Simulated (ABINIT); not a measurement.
# MgSiSe3 (Pm-3m): zone-centre phonons, part 2 of 4

Aim: the zone-centre modes of MgSiSe3 (Pm-3m).

ABINIT 10.8.3; DFT LDA, scalar-relativistic, plane waves, HGH norm-conserving pseudopotentials.

So far. Step 4 (Relaxation): The volume changes by -0.4 % in this run and stands +6.2 % from the first cell. The relaxed cell has a = 4.759 Å (conventional setting).

The structure was built from a prototype and need not be the compound's stable phase.

## (6) Zone-centre response

At q = 0 one unit cell holds all displacements. The response is solved for single atoms along the cell's directions, and symmetry skips those that follow from others. The crystal is treated as a metal, which screens a static field, so no field response is asked.

The input, dfpt_gamma.abi:

```

# common to the responses
getwfk_filepath "gso_WFK"
kptopt 2
nqpt 1
qpt 0.0 0.0 0.0
asr 0
chneut 0

# displacements
rfphon 1
rfatpol 1 5
rfdir 1 1 1
tolvrs 1.0d-10
prtwf 0

# basis, mesh and filling
ecut 38.0
ecutsm 3.0
ixc 7
ngkpt 6 6 6
nshiftk 1
shiftk 0.0 0.0 0.0
istwfk *1
occopt 6
tsmear 0.01
nband 19
nstep 100
diemac 1000000.0
prtebands 0
prtgsr 0
useylm 1

# cell and atoms
acell 8.992956195 8.992956195 8.992956195
rprim 
    1.0 0.0 0.0
    0.0 1.0 0.0
    0.0 0.0 1.0
ntypat 3
znucl 12 14 34
natom 5
typat 1 2 3 3 3
xred 
    0.0 0.0 0.0
    0.5 0.5 0.5
    0.5 0.5 0.0
    0.5 0.0 0.5
    0.0 0.5 0.5
pp_dirpath "./pseudo"
pseudos "Mg.hgh, Si.hgh, Se.hgh"
```

Command:

```bash
$ OMP_NUM_THREADS=1 mpirun -n 4 abinit dfpt_gamma.abi > dfpt_gamma.log
```

Numbers of over 12 decimals in the logs are rounded to 6 here.

dfpt_gamma.abo, the main output file:

```text
[banners, grids, parts of the stress and lines that vanish by symmetry left out]
- input  file    -> dfpt_gamma.abi
- output file    -> dfpt_gamma.abo
- root for input  files -> dfpt_gammai
- root for output files -> dfpt_gammao

 Symmetries : space group Pm -3 m (#221); Bravais cP (primitive cubic)
================================================================================
 Values of the parameters that define the memory need of the present run (RF).
     intxc =       0      iscf =       7    lmnmax =      14     lnmax =       6
     mgfft =      50  mpssoang =       3    mqgrid =    3001     natom =       5
  nloc_mem =       1    nspden =       1   nspinor =       1    nsppol =       1
      nsym =      48    n1xccc =       0    ntypat =       3    occopt =       6
   xclevel =       1
-    mband =          19        mffmem =           1         mkmem =          28
-   mkqmem =          28        mk1mem =          28           mpw =        8217
      nfft =      125000          nkpt =         112
- my_mband =          19
================================================================================
================================================================================

--------------------------------------------------------------------------------
------------- Echo of variables that govern the present computation ------------
--------------------------------------------------------------------------------
-
- outvars: echo of selected default values
-   iomode0 =  0 , fftalg0 =312 , wfoptalg0 =  0
-
- outvars: echo of global parameters not present in the input file
-  max_nthreads =    1
-
 -outvars: echo values of preprocessed input variables
 [... echo left out ...]
================================================================================

 chkinp: Checking input parameters for consistency.

[...]
== DATASET  1 ==================================================================
-   mpi_nproc: 4, omp_nthreads: 1 (-1 if OMP is not activated)

--- !DatasetInfo
iteration_state: {dtset: 1, }
dimensions: {natom: 5, nkpt: 112, mband: 19, nsppol: 1, nspinor: 1, nspden: 1, mpw: 8217, }
cutoff_energies: {ecut:  38.0, pawecutdg:  -1.0, }
electrons: {nelect:   2.40000000E+01, charge:   0.00000000E+00, occopt:   6.00000000E+00, tsmear:   1.00000000E-02, }
meta: {optdriver: 1, rfphon: 1, }
...

 mkfilename: getwfk from: gso_WFK

 Exchange-correlation functional for the present dataset will be:
  LDA: Perdew-Wang 92 LSD fit to Ceperley-Alder data - ixc=7
 Citation for XC functional:
  J.P.Perdew and Y.Wang, PRB 45, 13244 (1992)

 Real(R)+Recip(G) space primitive vectors, cartesian coordinates (Bohr,Bohr^-1):
 R(1)=  8.9929562  0.0000000  0.0000000  G(1)=  0.1111981  0.0000000  0.0000000
 R(2)=  0.0000000  8.9929562  0.0000000  G(2)=  0.0000000  0.1111981  0.0000000
 R(3)=  0.0000000  0.0000000  8.9929562  G(3)=  0.0000000  0.0000000  0.1111981
 Unit cell volume ucvol=  7.2728969E+02 bohr^3
 Angles (23,13,12)=  9.00000000E+01  9.00000000E+01  9.00000000E+01 degrees
 setup1 : take into account q-point for computing boxcut.

 getcut: wavevector=  0.0000  0.0000  0.0000  ngfft=  50  50  50
         ecut(hartree)=     38.000   => boxcut(ratio)=   2.00360

--- Pseudopotential description ------------------------------------------------
- pspini: atom type   1  psp file is ./pseudo/Mg.hgh

- pspini: atom type   2  psp file is ./pseudo/Si.hgh

- pspini: atom type   3  psp file is ./pseudo/Se.hgh

   4.14872787E+02                                ecore*ucvol(ha*bohr**3)
--------------------------------------------------------------------------------

 ==>  initialize data related to q vector <==

 The list of irreducible perturbations for this q vector is:
    1)    idir= 1    ipert=   1
    2)    idir= 1    ipert=   2
    3)    idir= 1    ipert=   3
    4)    idir= 3    ipert=   3

[...]
The perturbation idir=   2  ipert=   1 is
 symmetric of a previously calculated perturbation.
 So, its SCF calculation is not needed.

 The perturbation idir=   3  ipert=   1 is
 symmetric of a previously calculated perturbation.
 So, its SCF calculation is not needed.

 The perturbation idir=   2  ipert=   2 is
 symmetric of a previously calculated perturbation.
 So, its SCF calculation is not needed.

 The perturbation idir=   3  ipert=   2 is
 symmetric of a previously calculated perturbation.
 So, its SCF calculation is not needed.

[...]
The perturbation idir=   2  ipert=   5 is
 symmetric of a previously calculated perturbation.
 So, its SCF calculation is not needed.

 The perturbation idir=   3  ipert=   5 is
 symmetric of a previously calculated perturbation.
 So, its SCF calculation is not needed.

--------------------------------------------------------------------------------
 Perturbation wavevector (in red.coord.)   0.000000  0.000000  0.000000
 Perturbation : displacement of atom   1   along direction   1
 Found     8 symmetries that leave the perturbation invariant.

[...]
dfpt_looppert : total number of electrons, from k and k+q
  fully or partially occupied states are    2.400000E+01 and    2.400000E+01.
 Initialisation of the first-order wave-functions :
  ireadwf=   0

--- !BeginCycle
iteration_state: {dtset: 1, }
solver: {iscf: 7, nstep: 100, nline: 4, wfoptalg: 0, }
tolerances: {tolvrs: 1.00E-10, }
...

     iter   2DEtotal(Ha)        deltaE(Ha) residm    vres2
-ETOT  1   3.757809     -5.013E+00 1.326E-01 2.909E+04
 ETOT  2  -1.049115     -4.807E+00 1.312E-02 3.770E+02
 ETOT  3  -1.136901     -8.779E-02 3.793E-03 1.078E+02
 ETOT  4  -1.153738     -1.684E-02 1.660E-04 9.010E-01
 ETOT  5  -1.153913     -1.746E-04 3.567E-04 1.071E-02
[...]
At SCF step   11       vres2   =  3.51E-12 < tolvrs=  1.00E-10 =>converged.
[...]
Mean square residual over all n,k,spin=   64.435E-12; max=  43.800E-09

 Thirteen components of 2nd-order total energy (hartree) are
 1,2,3: 0th-order hamiltonian combined with 1st-order wavefunctions
     kin0=   1.01230808E+01 eigvalue=  -6.70949917E-01  local=  -5.84428546E+00
 4,5,6: 1st-order hamiltonian combined with 1st and 0th-order wfs
 loc psp =  -1.14529175E-01  Hartree=   2.27324961E+00     xc=  -1.03542987E+00
 note that "loc psp" includes a xc core correction that could be resolved
 7,8,9: eventually, occupation + non-local contributions
    edocc=   1.00331921E+00     enl0=   4.07615985E+00   enl1=  -1.97357593E+01
 1-9 gives the relaxation energy (to be shifted if some occ is /=2.0)
   erelax=  -9.92514418E+00
 10,11,12 Non-relaxation  contributions : frozen-wavefunctions and Ewald
 fr.local=  -2.45044954E+01 fr.nonlo=   1.27811547E+01  Ewald=   2.04945699E+01
 13,14 Frozen wf xc core corrections (1) and (2)
 frxc 1  =   0.00000000E+00  frxc 2 =   0.00000000E+00
 Resulting in :
 2DEtotal=   -0.1153915099E+01 Ha. Also 2DEtotal=   -0.313996294576E+02 eV
    (2DErelax=   -9.9251441758E+00 Ha. 2DEnonrelax=    8.7712290766E+00 Ha)
    (  non-var. 2DEtotal :   -1.1539151414E+00 Ha)

[...]
Perturbation wavevector (in red.coord.)   0.000000  0.000000  0.000000
 Perturbation : displacement of atom   2   along direction   1
 Found     8 symmetries that leave the perturbation invariant.

[...]
dfpt_looppert : total number of electrons, from k and k+q
  fully or partially occupied states are    2.400000E+01 and    2.400000E+01.
 Initialisation of the first-order wave-functions :
  ireadwf=   0

--- !BeginCycle
iteration_state: {dtset: 1, }
solver: {iscf: 7, nstep: 100, nline: 4, wfoptalg: 0, }
tolerances: {tolvrs: 1.00E-10, }
...

     iter   2DEtotal(Ha)        deltaE(Ha) residm    vres2
-ETOT  1   113.95718743867     -2.162E+01 8.539E-01 5.490E+05
[...]
At SCF step   11       vres2   =  8.52E-11 < tolvrs=  1.00E-10 =>converged.
[...]
Mean square residual over all n,k,spin=   61.423E-11; max=  41.739E-08

 Thirteen components of 2nd-order total energy (hartree) are
 1,2,3: 0th-order hamiltonian combined with 1st-order wavefunctions
     kin0=   1.49289135E+02 eigvalue=  -1.29419658E+00  local=  -1.32576393E+02
 4,5,6: 1st-order hamiltonian combined with 1st and 0th-order wfs
 loc psp =   4.45751726E+01  Hartree=   3.60020450E+01     xc=  -1.12493734E+01
 note that "loc psp" includes a xc core correction that could be resolved
 7,8,9: eventually, occupation + non-local contributions
    edocc=   8.94925046E+00     enl0=   8.39692842E+01   enl1=  -3.10754676E+02
 1-9 gives the relaxation energy (to be shifted if some occ is /=2.0)
   erelax=  -1.33089752E+02
 10,11,12 Non-relaxation  contributions : frozen-wavefunctions and Ewald
 fr.local=  -6.96380834E+01 fr.nonlo=   1.67956701E+02  Ewald=   3.72628543E+01
 13,14 Frozen wf xc core corrections (1) and (2)
 frxc 1  =   0.00000000E+00  frxc 2 =   0.00000000E+00
 Resulting in :
 2DEtotal=    0.2491719862E+01 Ha. Also 2DEtotal=    0.678031515751E+02 eV
    (2DErelax=   -1.3308975195E+02 Ha. 2DEnonrelax=    1.3558147181E+02 Ha)
    (  non-var. 2DEtotal :    2.4917198552E+00 Ha)

[...]
Perturbation wavevector (in red.coord.)   0.000000  0.000000  0.000000
 Perturbation : displacement of atom   3   along direction   1
 Found     4 symmetries that leave the perturbation invariant.

[...]
dfpt_looppert : total number of electrons, from k and k+q
  fully or partially occupied states are    2.400000E+01 and    2.400000E+01.
 Initialisation of the first-order wave-functions :
  ireadwf=   0

--- !BeginCycle
iteration_state: {dtset: 1, }
solver: {iscf: 7, nstep: 100, nline: 4, wfoptalg: 0, }
tolerances: {tolvrs: 1.00E-10, }
...

     iter   2DEtotal(Ha)        deltaE(Ha) residm    vres2
-ETOT  1   253.83810273746     -2.275E+02 2.684E+00 1.286E+06
[...]
At SCF step   12       vres2   =  1.62E-11 < tolvrs=  1.00E-10 =>converged.
[...]
Mean square residual over all n,k,spin=   19.714E-08; max=  19.683E-05

 Thirteen components of 2nd-order total energy (hartree) are
 1,2,3: 0th-order hamiltonian combined with 1st-order wavefunctions
     kin0=   4.72343343E+02 eigvalue=  -6.77696674E+00  local=  -2.61011533E+02
 4,5,6: 1st-order hamiltonian combined with 1st and 0th-order wfs
 loc psp =  -2.35305735E+02  Hartree=   1.23388825E+02     xc=  -4.39460723E+01
 note that "loc psp" includes a xc core correction that could be resolved
 7,8,9: eventually, occupation + non-local contributions
    edocc=   2.20094374E+01     enl0=   1.77994705E+02   enl1=  -7.32697741E+02
 1-9 gives the relaxation energy (to be shifted if some occ is /=2.0)
   erelax=  -4.84001738E+02
 10,11,12 Non-relaxation  contributions : frozen-wavefunctions and Ewald
 fr.local=   1.12004046E+02 fr.nonlo=   3.70759564E+02  Ewald=  -1.40197767E+00
 13,14 Frozen wf xc core corrections (1) and (2)
 frxc 1  =   0.00000000E+00  frxc 2 =   0.00000000E+00
 Resulting in :
 2DEtotal=   -0.2640104885E+01 Ha. Also 2DEtotal=   -0.718409137463E+02 eV
    (2DErelax=   -4.8400173760E+02 Ha. 2DEnonrelax=    4.8136163272E+02 Ha)
    (  non-var. 2DEtotal :   -2.6401050746E+00 Ha)

[...]
Perturbation wavevector (in red.coord.)   0.000000  0.000000  0.000000
 Perturbation : displacement of atom   3   along direction   3
 Found     8 symmetries that leave the perturbation invariant.

--------------------------------------------------------------------------------

--------------------------------------------------------------------------------

 dfpt_looppert : total number of electrons, from k and k+q
  fully or partially occupied states are    2.400000E+01 and    2.400000E+01.
 Initialisation of the first-order wave-functions :
  ireadwf=   0

--- !BeginCycle
iteration_state: {dtset: 1, }
solver: {iscf: 7, nstep: 100, nline: 4, wfoptalg: 0, }
tolerances: {tolvrs: 1.00E-10, }
...

     iter   2DEtotal(Ha)        deltaE(Ha) residm    vres2
-ETOT  1   360.87363876054     -1.338E+02 1.292E+00 1.708E+06
[...]
ETOT 11   7.853778     -1.705E-12 1.070E-05 3.674E-10
 ETOT 12   7.853778     -6.594E-12 5.386E-06 7.537E-11

 At SCF step   12       vres2   =  7.54E-11 < tolvrs=  1.00E-10 =>converged.
[...]
Mean square residual over all n,k,spin=   79.203E-10; max=  53.858E-07

 Thirteen components of 2nd-order total energy (hartree) are
 1,2,3: 0th-order hamiltonian combined with 1st-order wavefunctions
     kin0=   4.64221747E+02 eigvalue=  -2.06476186E+00  local=  -2.52959056E+02
 4,5,6: 1st-order hamiltonian combined with 1st and 0th-order wfs
 loc psp =  -2.32397058E+02  Hartree=   1.28904867E+02     xc=  -4.18693904E+01
 note that "loc psp" includes a xc core correction that could be resolved
 7,8,9: eventually, occupation + non-local contributions
    edocc=   2.96890746E+01     enl0=   1.60867700E+02   enl1=  -7.41183301E+02
 1-9 gives the relaxation energy (to be shifted if some occ is /=2.0)
   erelax=  -4.86790180E+02
 10,11,12 Non-relaxation  contributions : frozen-wavefunctions and Ewald
 fr.local=  -2.68286268E+01 fr.nonlo=   3.67754069E+02  Ewald=   1.53718515E+02
 13,14 Frozen wf xc core corrections (1) and (2)
 frxc 1  =   0.00000000E+00  frxc 2 =   0.00000000E+00
 Resulting in :
 2DEtotal=    0.7853778118E+01 Ha. Also 2DEtotal=    0.213712189862E+03 eV
    (2DErelax=   -4.8679017961E+02 Ha. 2DEnonrelax=    4.9464395773E+02 Ha)
    (  non-var. 2DEtotal :    7.8537783030E+00 Ha)

[...]
---- first-order wavefunction calculations are completed ----

 ==> Compute Derivative Database <==

 [... matrices left out ...]
  Phonon wavevector (reduced coordinates) :  0.00000  0.00000  0.00000
 Phonon energies in Hartree :
  -6.449817E-04 -6.449817E-04 -6.449817E-04 -6.434101E-04 -6.434101E-04
  -6.434101E-04 -2.467742E-04 -2.467742E-04 -2.467742E-04  2.750059E-06
   2.750060E-06  2.750063E-06  1.179709E-03  1.179709E-03  1.179709E-03
 Phonon frequencies in cm-1    :
- -1.415571E+02 -1.415571E+02 -1.415571E+02 -1.412122E+02 -1.412122E+02
- -1.412122E+02 -5.416068E+01 -5.416068E+01 -5.416068E+01  6.035682E-01
-  6.035684E-01  6.035690E-01  2.589161E+02  2.589161E+02  2.589161E+02

== END DATASET(S) ==============================================================
================================================================================

 -outvars: echo values of variables after computation
            acell      8.9929561950E+00  8.9929561950E+00  8.9929561950E+00 Bohr
           etotal      7.8537781181E+00
            fcart      0.0000000000E+00  0.0000000000E+00  0.0000000000E+00
           strten      0.0000000000E+00  0.0000000000E+00  0.0000000000E+00
================================================================================
```

The job ended after 6.9 min (4 MPI ranks of Arm Neoverse N1, shared host; 28 min of CPU time).

This step gave:

```
largest acoustic frequency at the zone centre before the sum rule : 0.6 cm⁻¹
highest optical zone-centre mode (no LO-TO term)                  : 258.9 cm⁻¹
lowest optical zone-centre mode                                   : -141.6 cm⁻¹
```

The acoustic modes at Γ come out as far as 0.6 cm⁻¹ from zero, where they should vanish, a small numerical error. The lowest optical mode is imaginary, 142i cm⁻¹, an instability at this level and on this k mesh.

(Part 2 of 4 ends here.)

[Host names and launcher messages were left out of these logs when they were recorded.]

[Logs are printed without paths, hosts, clocks, repeated set-up lines and the standing remarks that a program may print on its own settings, such as how far it seeks lower states.]

[Hosts, paths, dates, database ids (printed as entryN), source tags and the programs' standing remarks are cut or masked in the printed files.]
